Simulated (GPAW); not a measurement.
Consider CrClO (Pmmn).

```xyz
6
Lattice="3.1901 0.0000 0.0000 0.0000 3.8666 0.0000 0.0000 0.0000 7.9525" Properties=species:S:1:pos:R:3 pbc="T T T"
Cr    1.5950    1.9333    7.1092
Cr    0.0000    0.0000    0.8433
Cl    1.5950    0.0000    2.5335
Cl    0.0000    1.9333    5.4190
O     0.0000    1.9333    0.4150
O     1.5950    0.0000    7.5375
```

Absorber: atom 5, with 2 Cr at 1.98 Å and 2 Cr at 2.03 Å (4-fold, site symmetry mm2). Method: GPAW, LDA + U (Cr 3.7 eV), full core hole (charged cell), 12-atom cell with 5.0 Å between holes, 3×3×3 k points, dipole transitions, Gaussian full width 0.9 eV up to 4 eV, rising linearly to 3.5 eV at 25 eV.

Question: Predict the near-edge structure at the O K edge.

Main maxima up to 24 eV above the zero (height): 0.5 eV (1.48), 2.5 eV (1.56), 9.3 eV (1.66), 12.7 eV (1.08) and 18.9 eV (0.83). A K edge sees empty p states; the first features are O p mixed into the empty d states of the Cr neighbours, and the broad ones above probably into the cations' higher empty bands. The total-energy difference plus the lowest empty eigenvalue puts the zero at 525.84 eV. The functional and the charged cell's background leave an error in such absolute values: in the free atom LDA prices this hole 4.1 eV below PBE (computed apart), and PBE is itself good to a few eV.

The O K spectrum (energy from the lowest empty level; intensity scaled to a mean of 1 over the first 20 eV; polarised curves are means over the symmetry-equivalent atoms):

| E (eV) | isotropic | ε ∥ x | ε ∥ y | ε ∥ z |
| --- | --- | --- | --- | --- |
| -2.0 | 0.00 | 0.00 | 0.00 | 0.00 |
| -1.5 | 0.00 | 0.00 | 0.00 | 0.00 |
| -1.0 | 0.01 | 0.00 | 0.00 | 0.01 |
| -0.5 | 0.16 | 0.12 | 0.11 | 0.25 |
| 0.0 | 0.94 | 0.99 | 0.78 | 1.04 |
| 0.5 | 1.48 | 1.88 | 1.48 | 1.07 |
| 1.0 | 1.19 | 1.25 | 1.66 | 0.65 |
| 1.5 | 1.03 | 0.91 | 1.06 | 1.10 |
| 2.0 | 1.28 | 1.46 | 0.68 | 1.69 |
| 2.5 | 1.56 | 2.26 | 0.83 | 1.58 |
| 3.0 | 1.30 | 1.26 | 1.56 | 1.07 |
| 3.5 | 0.85 | 0.58 | 1.47 | 0.50 |
| 4.0 | 0.25 | 0.24 | 0.39 | 0.12 |
| 4.5 | 0.11 | 0.12 | 0.12 | 0.08 |
| 5.0 | 0.22 | 0.24 | 0.24 | 0.19 |
| 5.5 | 0.47 | 0.45 | 0.51 | 0.45 |
| 6.0 | 0.83 | 0.76 | 0.85 | 0.87 |
| 6.5 | 1.18 | 1.01 | 1.25 | 1.27 |
| 7.0 | 1.34 | 1.12 | 1.59 | 1.30 |
| 7.5 | 1.36 | 1.21 | 1.72 | 1.16 |
| 8.0 | 1.39 | 1.33 | 1.66 | 1.19 |
| 8.5 | 1.50 | 1.47 | 1.60 | 1.43 |
| 9.0 | 1.63 | 1.52 | 1.58 | 1.78 |
| 9.5 | 1.64 | 1.42 | 1.55 | 1.95 |
| 10.0 | 1.50 | 1.25 | 1.48 | 1.78 |
| 10.5 | 1.31 | 1.15 | 1.40 | 1.38 |
| 11.0 | 1.15 | 1.16 | 1.30 | 0.99 |
| 11.5 | 1.06 | 1.28 | 1.19 | 0.70 |
| 12.0 | 1.05 | 1.51 | 1.12 | 0.51 |
| 12.5 | 1.08 | 1.68 | 1.12 | 0.42 |
| 13.0 | 1.06 | 1.64 | 1.16 | 0.39 |
| 13.5 | 0.97 | 1.34 | 1.18 | 0.39 |
| 14.0 | 0.83 | 0.95 | 1.14 | 0.41 |
| 14.5 | 0.72 | 0.63 | 1.10 | 0.43 |
| 15.0 | 0.67 | 0.44 | 1.09 | 0.49 |
| 15.5 | 0.68 | 0.36 | 1.10 | 0.58 |
| 16.0 | 0.71 | 0.37 | 1.08 | 0.69 |
| 16.5 | 0.75 | 0.41 | 1.03 | 0.79 |
| 17.0 | 0.77 | 0.48 | 0.98 | 0.86 |
| 17.5 | 0.80 | 0.55 | 0.94 | 0.91 |
| 18.0 | 0.82 | 0.62 | 0.89 | 0.94 |
| 18.5 | 0.83 | 0.68 | 0.83 | 0.99 |
| 19.0 | 0.83 | 0.71 | 0.74 | 1.05 |
| 19.5 | 0.82 | 0.73 | 0.65 | 1.10 |
| 20.0 | 0.80 | 0.73 | 0.55 | 1.12 |
| 20.5 | 0.76 | 0.73 | 0.47 | 1.10 |
| 21.0 | 0.72 | 0.72 | 0.40 | 1.03 |
| 21.5 | 0.66 | 0.70 | 0.36 | 0.93 |
| 22.0 | 0.61 | 0.67 | 0.33 | 0.83 |
| 22.5 | 0.56 | 0.63 | 0.32 | 0.73 |
| 23.0 | 0.53 | 0.60 | 0.32 | 0.66 |
| 23.5 | 0.52 | 0.59 | 0.34 | 0.62 |
| 24.0 | 0.52 | 0.58 | 0.36 | 0.60 |
| 24.5 | 0.53 | 0.59 | 0.38 | 0.61 |
| 25.0 | 0.54 | 0.60 | 0.39 | 0.62 |
| 25.5 | 0.55 | 0.61 | 0.40 | 0.64 |
| 26.0 | 0.56 | 0.62 | 0.41 | 0.66 |
| 26.5 | 0.57 | 0.62 | 0.42 | 0.68 |
| 27.0 | 0.58 | 0.62 | 0.43 | 0.69 |
| 27.5 | 0.59 | 0.62 | 0.45 | 0.69 |
| 28.0 | 0.59 | 0.63 | 0.46 | 0.68 |
| 28.5 | 0.60 | 0.66 | 0.49 | 0.66 |
| 29.0 | 0.62 | 0.71 | 0.52 | 0.64 |
| 29.5 | 0.65 | 0.78 | 0.57 | 0.61 |
| 30.0 | 0.70 | 0.87 | 0.63 | 0.60 |
| 30.5 | 0.75 | 0.97 | 0.69 | 0.59 |
| 31.0 | 0.81 | 1.06 | 0.77 | 0.60 |
| 31.5 | 0.86 | 1.13 | 0.84 | 0.62 |

The hole lies in one spin channel, while the script sums the empty states of both and takes the lower zero; where the two channels are split, this blurs and shifts the curve. The spins start antiferromagnetically in a simple order, which needn't be the measured one; gap and edge can depend on it. The holes are only 5.0 Å apart, so the shape is probably not converged with cell size; no larger cell was run here. The mesh is coarse (0.45 Å⁻¹ between points), so small maxima may be mesh ripples. Lifetime broadening is put in by hand, and intensities beyond about 20 eV depend on it and on the partial waves; weight that the partial waves miss at high energy is lost. The structure is a computed Materials Project entry and may be a hypothetical form.

[Banner, clock and machine lines of the logs are left out without a mark of their own.]

[Logs are printed without paths, hosts, clocks, repeated set-up lines and the standing remarks that a program may print on its own settings, such as how far it seeks lower states.]

[Hosts, paths, dates, database ids (printed as entryN), source tags and the programs' standing remarks are cut or masked in the printed files.]

[Lists of maxima count a maximum above −3 eV only where it reaches 4 % of the highest in the window and stands out from its surroundings by 2 % of it (1.5 % where it reaches 55 %); shoulders and weaker maxima are passed over, and of the rest the first, up to two pre-edge ones and the few strongest are named.]
